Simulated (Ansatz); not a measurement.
Consider RbVF3 (Pm-3m).

It takes space group Pm-3m (No. 221, cubic). The conventional cell has a = 4.182 Å, b = 4.182 Å, c = 4.182 Å, α = 90.00°, β = 90.00°, γ = 90.00°. Nearest to Rb lie 12 F at 2.96 Å. Nearest to V lie 6 F at 2.09 Å. Nearest to F lie 2 V at 2.09 Å and 4 Rb at 2.96 Å. Farther neighbours and most contacts between anions are not listed.

```
Rb V F
1.0
     0.00000    0.00000   -4.18200
     0.00000   -4.18200    0.00000
    -4.18200    0.00000    0.00000
Rb V F
1 1 3
Direct
  0.00000 0.00000 0.00000
  0.50000 0.50000 0.50000
  0.50000 0.50000 0.00000
  0.00000 0.50000 0.50000
  0.50000 0.00000 0.50000
```

The cell and positions come from the Crystallography Open Database and are kept as given unless a step says otherwise. PAW set soft_2, made with PBE.

A constrained-RPA run (Ansatz 0.2.0; non-magnetic LDA; V t2g, bands v2 to c1, 4×4×4 mesh, medium accuracy) builds 3 functions on bands 1.1 eV wide, with 3.0 electrons in the window. The bare on-site interaction is 17.6 eV and the bare J 0.64 eV.

**Question.** What U and J survive the screening?

On the V t2g shell, U = 6.48 eV (37 % of the bare value), U′ = 5.47 eV, J = 0.47 eV.

The parent state is non-magnetic and the interaction static (zero frequency); U depends on the window and the orbitals, so it belongs to this model alone.

[Paths, hosts, dates, memory and timing lines, banners, echoed tables and standing remarks are left out of the program output.]

[Logs are printed without paths, hosts, clocks, repeated set-up lines and the standing remarks that a program may print on its own settings, such as how far it seeks lower states.]

[Runs of the session that timed out or met a known fault of the program may be left out.]

[Hosts, paths, dates, database ids (printed as entryN), source tags and the programs' standing remarks are cut or masked in the printed files.]
